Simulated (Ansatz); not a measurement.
**How many bands does the GW gap of BiB (4H polytype) (P6_3mc) need?**

Wanted: a G0W0 gap for BiB (4H polytype) (P6_3mc) that is converged in bands and cutoff, or an estimate of the limit.

Main program and level: Ansatz 0.2.0; G0W0 on PBE, plane waves, PAW.

This is a report of a sequence of runs, with most program output left out.

The structure was built from a prototype and need not be the compound's stable phase.

**1. Starting point**

The structure is hexagonal, space group P6_3mc (No. 186). The conventional cell has a = 3.896 Å, b = 3.896 Å, c = 12.760 Å, α = 90.00°, β = 90.00°, γ = 120.00°. B has 4 Bi at 2.38 to 2.39 Å nearest. Nearest to B lie 4 Bi at 2.39 to 2.40 Å. Nearest to Bi lie 4 B at 2.38 to 2.39 Å. Nearest to Bi lie 4 B at 2.39 to 2.40 Å. It derives from B1Bi1. Farther neighbours are not listed.

The structure was relaxed with PBE. The structure type comes from a generator and need not be one that this composition takes. The runs that relaxed it are not among those shown. Spin-orbit coupling is left out unless a step names it. The default PAW set here is soft_2. Its files were made with PBE.

**2. 82 empty bands, screening to 36 eV**

Now the one-shot GW correction: screening in the RPA, then the self-energy of the levels asked for.

File input.yaml:

```yaml
crystal:
  lattice:
    - [3.8956272968, 0.0, 0.0]
    - [-1.9478136484, 3.3737122027, 0.0]
    - [0.0, 0.0, 12.7602919113]
  atoms:
    - { symbol: B, position: [0.0, 0.0, 0.0004571309] }
    - { symbol: B, position: [0.3333333333, 0.6666666667, 0.2494352804] }
    - { symbol: B, position: [0.0, 0.0, 0.5004571309] }
    - { symbol: B, position: [0.6666666667, 0.3333333333, 0.7494352804] }
    - { symbol: Bi, position: [0.0, 0.0, 0.187221663] }
    - { symbol: Bi, position: [0.3333333333, 0.6666666667, 0.4378859257] }
    - { symbol: Bi, position: [0.0, 0.0, 0.687221663] }
    - { symbol: Bi, position: [0.6666666667, 0.3333333333, 0.9378859257] }
kpoints:
  mp_grid: { grid: [6, 6, 2] }
hamiltonian:
  xc: pbe
scf:
  occupations: { method: fixed }
gw:
  n_empty_bands: 82
  ecut_chi: 36
  qp_bands: [v2, c2]
  qp_kpoints: band_edges
  screening: { model: contour_deformation }
```

Launch:

```sh
$ ansatz run input.yaml --threads 8 --pin off --max-ram 17510MiB --backend cpu --events-out ev --progress --plain --runs-dir out
```

It took 30 s on 8 threads of Arm Neoverse V2, shared host; peak memory 1.2 GiB; 3.4 min of CPU time.

This step gave:

* bands summed: 118
* RPA ε∞ on this mesh (eigenvalues): 107.4, 294.4, 294.4
* plane waves in the screening matrix: 67
* q-points in the mesh: 72
* G0W0 gap on the mesh: 0.3723 eV
* k of the valence top: 0, 0, 0
* k of the conduction bottom: 0, 0, 0
* starting gap on the mesh: 0.1879 eV
* Z at the valence top: 0.7480
* Z at the conduction bottom: 0.7502
* least direct G0W0 gap on the computed points: 0.3723 eV

The gap on the mesh goes from 0.19 eV to 0.37 eV, a correction of +0.18 eV. The program marks an edge row as in doubt. Between the two edge states, bare exchange in place of the xc potential would open the gap by 4.18 eV, and correlation takes back 4.00 eV.

**3. 232 empty bands, screening to 72 eV**

Another rung: the empty bands reach about as high as the screening cutoff, so the two stay in balance.

Edit input.yaml of step 2 so:

```diff
@@ -21,4 +21,4 @@
 gw:
-  n_empty_bands: 82
-  ecut_chi: 36
+  n_empty_bands: 232
+  ecut_chi: 72
   qp_bands: [v2, c2]
```

Elapsed: 1.8 min, on 8 threads; peak memory 2.7 GiB; 13 min of CPU time.

This step gave:

```yaml
bands_summed: 268
rpa_eps_infinity_on_this_mesh_eigenvalues: 103.8, 284.0, 284.0
plane_waves_in_the_screening_matrix: 227
q_points_in_the_mesh: 72
g0w0_gap_on_the_mesh: 0.4660 eV
k_of_the_valence_top: 0, 0, 0
k_of_the_conduction_bottom: 0, 0, 0
starting_gap_on_the_mesh: 0.1879 eV
z_at_the_valence_top: 0.7390
z_at_the_conduction_bottom: 0.7405
least_direct_g0w0_gap_on_the_computed_points: 0.4660 eV
```

Against the run with 6×6×2 mesh, 82 empty bands, screening to 36 eV, the gap moves by +0.09 eV.

**4. 500 empty bands, screening to 120 eV**

Edit input.yaml of step 3 so:

```diff
@@ -21,4 +21,4 @@
 gw:
-  n_empty_bands: 232
-  ecut_chi: 72
+  n_empty_bands: 500
+  ecut_chi: 120.0
   qp_bands: [v2, c2]
```

Elapsed: 9.7 min, on 8 threads; peak memory 6.9 GiB.

Numbers from this step:

```yaml
bands_summed: 536
rpa_eps_infinity_on_this_mesh_eigenvalues: 103.5, 283.4, 283.4
plane_waves_in_the_screening_matrix: 515
g0w0_gap_on_the_mesh: 0.4786 eV
k_of_the_valence_top: 0, 0, 0
k_of_the_conduction_bottom: 0, 0, 0
starting_gap_on_the_mesh: 0.1879 eV
least_direct_g0w0_gap_on_the_computed_points: 0.4786 eV
```

Against the run with 6×6×2 mesh, 232 empty bands, screening to 72 eV, the gap moves by +0.013 eV.

**5. Changing the frequency model: 6×6×2 mesh, 500 empty bands, screening to 120 eV, plasmon pole**

A plasmon pole stands in for the full frequency dependence of the screening; this run shows what that costs in accuracy.

Edit input.yaml of step 4 so:

```diff
@@ -25,2 +25,2 @@
   qp_kpoints: band_edges
-  screening: { model: contour_deformation }
+  screening: { model: godby_needs }
```

The job ended after 5.7 min (8 threads; peak memory 7 GiB).

Numbers from this step:

| Quantity | Value |
| --- | --- |
| bands summed | 536 |
| plasmon-pole fit frequency | 24.33 eV |
| RPA ε∞ on this mesh (eigenvalues) | 103.5, 283.4, 283.4 |
| plane waves in the screening matrix | 515 |
| G0W0 gap on the mesh | 0.5249 eV |
| k of the valence top | 0, 0, 0 |
| k of the conduction bottom | 0, 0, 0 |
| starting gap on the mesh | 0.1879 eV |
| least direct G0W0 gap on the computed points | 0.5249 eV |

Against the run with 6×6×2 mesh, 500 empty bands, screening to 120 eV, the gap moves by +0.05 eV.

**6. The runs together**

Times are wall times on 8 threads of Arm Neoverse V2, shared host, good to a factor of about two.

```tsv
mesh	files	frequency	bands summed	cutoff (eV)	start (eV)	G0W0 (eV)	time	host memory (GiB)
6×6×2	default PAW	contour deformation	118	36	0.188	0.372	30 s	1.2
6×6×2	default PAW	contour deformation	268	72	0.188	0.466	1.8 min	2.7
6×6×2	default PAW	contour deformation	536	120	0.188	0.479	9.7 min	6.9
6×6×2	default PAW	plasmon pole	536	120	0.188	0.525	5.7 min	7.0
```

How the two edges are built up, in eV (the quasiparticle level is the starting level plus Σx plus Σc less Vxc):

```tsv
run	edge	start	Σx	Σc	Vxc	Z	QP
118 bands	valence top	10.39	-14.76	1.16	-14.16	0.75	10.95
118 bands	conduction bottom	10.58	-11.02	-2.83	-14.59	0.75	11.32
268 bands	valence top	10.39	-14.76	0.63	-14.16	0.74	10.42
268 bands	conduction bottom	10.58	-11.02	-3.27	-14.59	0.74	10.89
536 bands	valence top	10.39	-14.76	0.36	-14.16	0.74	10.15
536 bands	conduction bottom	10.58	-11.02	-3.52	-14.59	0.74	10.63
```

**7. Summary of results**

- 118 bands, 36 eV: 0.372 eV
- 268 bands, 72 eV: 0.466 eV
- 536 bands, 120 eV: 0.479 eV
- estimated limit in bands and cutoff: 0.49 eV
- mesh and start: 6×6×2, PBE

In words: A line in one over the bands through the two highest rungs gives 0.49 eV, +0.01 eV from the top rung; the pair below gives 0.54 eV, so the series converges faster than that law. The rungs stand 0.12 eV (118 bands), 0.03 eV (268 bands) and 0.01 eV (536 bands) from it. From 118 to 536 bands the gap moves by +0.11 eV while the time grows 19-fold. Σc changes by −0.80 eV at the valence top and −0.69 eV at the conduction bottom, so the levels themselves move more than the gap between them. The plasmon-pole model gives +0.05 eV against contour deformation, 16 % of the correction. The cheapest rung within 0.1 eV of this estimate is that with 268 bands (1.8 min). The 6×6×2 mesh is coarse for this cell (its supercell is 23 Å along the shortest edge). The RPA ε∞ on it, from the PBE start, is 103.55 and 283.41; such meshes misread the long-range screening, most where the gap is narrow. Where an edge is built on 6p states of lead, bismuth or thallium, scalar-relativistic gaps usually stand too wide, by a few tenths to over one eV. With atoms this heavy and so narrow a gap, spin-orbit coupling can invert the bands. These scalar-relativistic gaps are then model values, not to be set against experiment, and a spin-orbit change taken from DFT can't simply be added. On this mesh the RPA ε∞ passes 90, more than nearly any semiconductor shows; a coarse mesh does this where one point with a narrow direct gap carries much weight. The screening is then too strong, and the G0W0 gap should not be taken as the material's.

[Paths, hosts, dates, memory and timing lines, banners, echoed tables and standing remarks are left out of the program output.]

[Logs are printed without paths, hosts, clocks, repeated set-up lines and the standing remarks that a program may print on its own settings, such as how far it seeks lower states.]

[Runs of the session that timed out or met a known fault of the program may be left out.]

[Cells called generated may have been cut or substituted from an entry of the Crystallography Open Database or the Materials Project.]

[Hosts, paths, dates, database ids (printed as entryN), source tags and the programs' standing remarks are cut or masked in the printed files.]
